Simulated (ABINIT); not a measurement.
# BiBSe3 (Pm-3m): zone-centre phonons

Which modes does BiBSe3 (Pm-3m) have at the zone centre?

Calculated with ABINIT 10.8.3; DFT LDA, scalar-relativistic, plane waves, HGH norm-conserving pseudopotentials.

This is a report of a sequence of runs, with most program output left out.

The structure was built from a prototype and need not be the compound's stable phase.

## Step 1: Set-up

Symmetry: Pm-3m, No. 221, cubic system. The conventional cell has a = 4.365 Å, b = 4.365 Å, c = 4.365 Å, α = 90.00°, β = 90.00°, γ = 90.00°. Nearest to Bi lie 12 Se at 3.09 Å. Nearest to B lie 6 Se at 2.18 Å. Nearest to Se lie 2 B at 2.18 Å and 4 Bi at 3.09 Å. Farther neighbours and most contacts between anions are not listed.

Coordinates:

```cif
data_structure
_symmetry_space_group_name_H-M 'Pm-3m'
_symmetry_Int_Tables_number 221
_cell_length_a 4.3650
_cell_length_b 4.3650
_cell_length_c 4.3650
_cell_angle_alpha 90.000
_cell_angle_beta 90.000
_cell_angle_gamma 90.000
_cell_volume 83.17
loop_
_atom_site_label
_atom_site_type_symbol
_atom_site_symmetry_multiplicity
_atom_site_Wyckoff_symbol
_atom_site_fract_x
_atom_site_fract_y
_atom_site_fract_z
_atom_site_occupancy
Bi1 Bi 1 a 0.00000 0.00000 0.00000 1
B1 B 1 b 0.50000 0.50000 0.50000 1
Se1 Se 3 c 0.50000 0.50000 0.00000 1
```

## Step 2: A first look

A first run with smearing and empty bands tells whether the crystal has a gap, which decides between fixed occupations and smearing later on.

probe.abi

```
# ground state
tolvrs 1.0d-08
prtden 1
prtwf 1

# basis, mesh and filling
ecut 40.0
ixc 7
ngkpt 4 4 4
nshiftk 1
shiftk 0.0 0.0 0.0
istwfk *1
occopt 7
tsmear 0.005
nband 20
nstep 100
diemac 9.0
prtebands 0
prtgsr 0

# cell and atoms
acell 3*1.0 Angstrom
rprim 
    4.365 0.0 0.0
    0.0 4.365 0.0
    0.0 0.0 4.365
ntypat 3
znucl 83 5 34
natom 5
typat 1 2 3 3 3
xred 
    0.0 0.0 0.0
    0.5 0.5 0.5
    0.5 0.5 0.0
    0.5 0.0 0.5
    0.0 0.5 0.5
pp_dirpath "./pseudo"
pseudos "Bi.hgh, B.hgh, Se.hgh"
```

The run is started by

```
> OMP_NUM_THREADS=1 mpirun -n 4 abinit probe.abi > probe.log
```

Run time: 10 s. Hardware: 4 MPI ranks of Arm Neoverse V2, shared host.

Numbers from this step:

* volume per atom: 16.63 Å³
* pressure: 13.13 GPa
* gap on the k-mesh: 0 eV

No gap opens on this mesh, so smearing is kept; the printed pressure holds the stress of the finite basis too.

## Step 3: Rough relaxation

The typed start is rough, so a first relaxation with smearing and loose thresholds takes it towards rest cheaply.

prerelax.abi

```
# relaxation
ionmov 2
optcell 2
dilatmx 1.15
chkdilatmx 0
ntime 40
tolmxf 3.0d-04
tolvrs 1.0d-10
prtwf 0
prtden 0
chksymtnons 0

# basis, mesh and filling
ecut 40.0
ecutsm 3.0
ixc 7
ngkpt 4 4 4
nshiftk 1
shiftk 0.0 0.0 0.0
istwfk *1
occopt 7
tsmear 0.005
nband 20
nstep 100
diemac 1000000.0
prtebands 0
prtgsr 0

# cell and atoms
acell 3*1.0 Angstrom
rprim 
    4.365 0.0 0.0
    0.0 4.365 0.0
    0.0 0.0 4.365
ntypat 3
znucl 83 5 34
natom 5
typat 1 2 3 3 3
xred 
    0.0 0.0 0.0
    0.5 0.5 0.5
    0.5 0.5 0.0
    0.5 0.0 0.5
    0.0 0.5 0.5
pp_dirpath "./pseudo"
pseudos "Bi.hgh, B.hgh, Se.hgh"
```

The run is started by

```
> OMP_NUM_THREADS=1 mpirun -n 4 abinit prerelax.abi > prerelax.log
```

Elapsed: 83 s, on 4 MPI ranks.

The steps of the relaxation:

```
step  energy less that of the first step (eV)  largest force (eV/Å)  volume (Å³)
   1                                   0.0000                0.0000        83.17
   2                                  -0.2213                0.0000        86.57
   3                                  -0.3706                0.0000        92.26
   4                                  -0.3735                0.0000        93.14
   5                                  -0.3736                0.0000        93.24
```

```
conventional cell, symmetrised  before  after   change
                         a (Å)   4.365  4.535   +3.9 %
                         b (Å)   4.365  4.535   +3.9 %
                         c (Å)   4.365  4.535   +3.9 %
              volume (Å³/atom)   16.63  18.65  +12.1 %
```

Final coordinates:

```cif
data_structure
_symmetry_space_group_name_H-M 'P 1'
_symmetry_Int_Tables_number 1
_cell_length_a 4.5345
_cell_length_b 4.5345
_cell_length_c 4.5345
_cell_angle_alpha 90.000
_cell_angle_beta 90.000
_cell_angle_gamma 90.000
_cell_volume 93.24
loop_
_atom_site_label
_atom_site_type_symbol
_atom_site_fract_x
_atom_site_fract_y
_atom_site_fract_z
_atom_site_occupancy
Bi1 Bi 0.00000 0.00000 0.00000 1
B2 B 0.50000 0.50000 0.50000 1
Se3 Se 0.50000 0.50000 0.00000 1
Se4 Se 0.50000 0.00000 0.50000 1
Se5 Se 0.00000 0.50000 0.50000 1
```

This step gave:

```yaml
volume_per_atom: 18.65 Å³
pressure: 0.001340 GPa
```

The volume changes by +12.1 % in this run and stands +12.1 % from the first cell.

## Step 4: Rough relaxation

The cell changed much, so the rough relaxation is repeated on a basis made for the new cell.

prerelax.abi: that of step 3 with these lines changed.

```diff
@@ -31,5 +31,5 @@
 rprim 
-    4.365 0.0 0.0
-    0.0 4.365 0.0
-    0.0 0.0 4.365
+    4.534515848 0.0 0.0
+    0.0 4.534515848 0.0
+    0.0 0.0 4.534515848
 ntypat 3
```

Wall time 22 s (4 MPI ranks).

Little changed from the start: no atom moved by 0.005 Å and no cell edge by 0.1 %.

This step gave:

| Item | Value |
| --- | --- |
| pressure | 0.001339 GPa |

The volume changes by +0.0 % in this run and stands +12.1 % from the first cell.

## Step 5: Relaxing the cell and atoms

The harmonic expansion needs vanishing forces, and a free crystal bears no stress, so cell and atoms are brought to rest. Stress is more sensitive to the basis than forces are: the last 3 Ha under the cutoff are smoothed with ecutsm, and the cutoff is raised above that of the later runs.

relax.abi

```
# relaxation
ionmov 2
optcell 2
dilatmx 1.08
ntime 40
tolmxf 1.0d-05
tolvrs 1.0d-14
prtwf 0
prtden 0
chksymtnons 0

# basis, mesh and filling
ecut 49.0
ecutsm 3.0
ixc 7
ngkpt 6 6 6
nshiftk 1
shiftk 0.0 0.0 0.0
istwfk *1
occopt 7
tsmear 0.01
nband 20
nstep 100
diemac 1000000.0
prtebands 0
prtgsr 0

# cell and atoms
acell 3*1.0 Angstrom
rprim 
    4.534515851 0.0 0.0
    0.0 4.534515851 0.0
    0.0 0.0 4.534515851
ntypat 3
znucl 83 5 34
natom 5
typat 1 2 3 3 3
xred 
    0.0 0.0 0.0
    0.5 0.5 0.5
    0.5 0.5 0.0
    0.5 0.0 0.5
    0.0 0.5 0.5
pp_dirpath "./pseudo"
pseudos "Bi.hgh, B.hgh, Se.hgh"
```

The run is started by

```
> OMP_NUM_THREADS=1 mpirun -n 4 abinit relax.abi > relax.log
```

Run time: 2.3 min. Hardware: 4 MPI ranks.

Step by step:

```
step  energy less that of the first step (eV)  largest force (eV/Å)  volume (Å³)
   1                                   0.0000                0.0000        93.24
   2                                  -0.0006                0.0000        93.06
   3                                  -0.0013                0.0000        92.59
   4                                  -0.0013                0.0000        92.59
```

```
conventional cell, symmetrised  before  after  change
                         a (Å)   4.535  4.524  -0.2 %
                         b (Å)   4.535  4.524  -0.2 %
                         c (Å)   4.535  4.524  -0.2 %
              volume (Å³/atom)   18.65  18.52  -0.7 %
```

Numbers from this step:

```yaml
volume_per_atom: 18.52 Å³
pressure: -2.90e-5 GPa
```

The volume changes by -0.7 % in this run and stands +11.3 % from the first cell.

## Step 6: Self-consistent run for the response

First-order wavefunctions inherit every error of the ground state, hence the very tight tolvrs. Smearing stays on, as the first look found no gap above 0.3 eV.

gs.abi

```
# ground state
tolvrs 1.0d-16
prtden 1
prtwf 1

# basis, mesh and filling
ecut 40.0
ixc 7
ngkpt 6 6 6
nshiftk 1
shiftk 0.0 0.0 0.0
istwfk *1
occopt 7
tsmear 0.01
nband 20
nstep 100
diemac 1000000.0
prtebands 0
prtgsr 0

# cell and atoms
acell 3*1.0 Angstrom
rprim 
    4.523995512 0.0 0.0
    0.0 4.523995512 0.0
    0.0 0.0 4.523995512
ntypat 3
znucl 83 5 34
natom 5
typat 1 2 3 3 3
xred 
    0.0 0.0 0.0
    0.5 0.5 0.5
    0.5 0.5 0.0
    0.5 0.0 0.5
    0.0 0.5 0.5
pp_dirpath "./pseudo"
pseudos "Bi.hgh, B.hgh, Se.hgh"
```

The run is started by

```
> OMP_NUM_THREADS=1 mpirun -n 4 abinit gs.abi > gs.log
```

Wall time 26 s (4 MPI ranks).

This step gave:

```
pressure : -0.05554 GPa
```

The cell stands at -0.056 GPa, close enough for phonons.

## Step 7: Zone-centre response

At q = 0 one unit cell holds all displacements. The response is solved for single atoms along the cell's directions, and symmetry skips those that follow from others. The crystal is treated as a metal, which screens a static field, so no field response is asked.

dfpt_gamma.abi

```

# common to the responses
getwfk_filepath "gso_WFK"
kptopt 2
nqpt 1
qpt 0.0 0.0 0.0
asr 0
chneut 0

# displacements
rfphon 1
rfatpol 1 5
rfdir 1 1 1
tolvrs 1.0d-10
prtwf 0

# basis, mesh and filling
ecut 40.0
ixc 7
ngkpt 6 6 6
nshiftk 1
shiftk 0.0 0.0 0.0
istwfk *1
occopt 7
tsmear 0.01
nband 20
nstep 100
diemac 1000000.0
prtebands 0
prtgsr 0

# cell and atoms
acell 3*1.0 Angstrom
rprim 
    4.523995512 0.0 0.0
    0.0 4.523995512 0.0
    0.0 0.0 4.523995512
ntypat 3
znucl 83 5 34
natom 5
typat 1 2 3 3 3
xred 
    0.0 0.0 0.0
    0.5 0.5 0.5
    0.5 0.5 0.0
    0.5 0.0 0.5
    0.0 0.5 0.5
pp_dirpath "./pseudo"
pseudos "Bi.hgh, B.hgh, Se.hgh"
```

The run is started by

```
> OMP_NUM_THREADS=1 mpirun -n 4 abinit dfpt_gamma.abi > dfpt_gamma.log
```

It took 3.8 min on 4 MPI ranks; 15 min of CPU time.

This step gave:

| Item | Value |
| --- | --- |
| largest acoustic frequency at the zone centre before the sum rule | 5.9 cm⁻¹ |
| highest optical zone-centre mode (no LO-TO term) | 153.6 cm⁻¹ |
| lowest optical zone-centre mode | -364.9 cm⁻¹ |

The acoustic modes at Γ come out as far as 5.9 cm⁻¹ from zero, where they should vanish, a small numerical error. The lowest optical mode is imaginary, 365i cm⁻¹, an instability at this level and on this k mesh.

## Step 8: Zone-centre analysis

anaddb reads the merged derivatives and imposes the acoustic sum rule.

anaddb.abi

```
ddb_filepath "gamma_DDB"
output_file "anaddb.abo"
outdata_prefix "anaddb"
asr 1
chneut 1
enunit 2
eivec 1
nph1l 1
qph1l 0.0 0.0 0.0 1.0
```

mrgddb.in

```
gamma_DDB
merged
2
dfpt_gammao_DDB
gso_DDB
```

The run is started by

```
> mrgddb < mrgddb.in > mrgddb.log
> OMP_NUM_THREADS=1 anaddb anaddb.abi > anaddb.log
```

Wall time 0.49 s (1 thread).

This step gave:

| Property | Result |
| --- | --- |
| highest optical zone-centre mode (no LO-TO term) | 153.4 cm⁻¹ |
| lowest optical zone-centre mode | -366.6 cm⁻¹ |

No LO-TO term; unit eigenvectors of the mass-weighted matrix, from anaddb's displacements. Modes at Γ, with each element's share of the kinetic energy (negative means imaginary):

```
mode  frequency (cm⁻¹)  symmetry  Bi %  B %  Se %
   1            -366.6       T1u     0   92     8
   2            -366.6       T1u     0   92     8
   3            -366.6       T1u     0   92     8
   4             -43.2       T1u    54    2    44
   5             -43.2       T1u    54    2    44
   6             -43.2       T1u    54    2    44
   7               0.0  acoustic    46    2    52
   8               0.0  acoustic    46    2    52
   9               0.0  acoustic    46    2    52
  10              30.7       T2u     0    0   100
  11              30.7       T2u     0    0   100
  12              30.7       T2u     0    0   100
  13             153.4       T1u     0    3    97
  14             153.4       T1u     0    3    97
  15             153.4       T1u     0    3    97
```

Displacements in mode 1 (-366.6 cm⁻¹), the largest set to 1:
```
Bi1  0.00  0.00  0.00
B2   0.00  0.00  1.00
Se3  0.00  0.00 -0.10
Se4  0.00  0.00 -0.02
Se5  0.00  0.00 -0.02
```

Displacements in mode 13 (153.4 cm⁻¹), the largest set to 1:
```
Bi1  0.00  0.00  0.02
B2   0.00  0.00 -0.62
Se3  0.00  0.00 -1.00
Se4  0.00  0.00  0.51
Se5  0.00  0.00  0.51
```

The rule also moves an optical mode by 1.7 cm⁻¹.

## Step 9: What came out

* space group after relaxation: Pm-3m
* volume per atom: 18.5 Å³
* highest optical zone-centre mode (no LO-TO term): 153.4 cm⁻¹
* lowest optical zone-centre mode: -366.6 cm⁻¹
* imaginary optical modes at the zone centre (no q mesh in this session): yes

At the LDA level the optical modes of BiBSe3 (Pm-3m) at the zone centre run from 367i to 153 cm⁻¹, so the structure is a saddle point, with 6 modes beyond 10i cm⁻¹ there. These are harmonic frequencies at zero temperature: anharmonic shifts and linewidths and thermal expansion are left out. Spin-orbit coupling is left out, which can matter for the heavy elements here. The HGH files keep few electrons and have no core correction, which is cheap but rough for Bi. In a metal the frequencies hang on the k mesh and the smearing, most of all near Kohn anomalies. The structure is a hypothetical one, built on a prototype.

[Host names and launcher messages were left out of these logs when they were recorded.]

[Logs are printed without paths, hosts, clocks, repeated set-up lines and the standing remarks that a program may print on its own settings, such as how far it seeks lower states.]

[Hosts, paths, dates, database ids (printed as entryN), source tags and the programs' standing remarks are cut or masked in the printed files.]
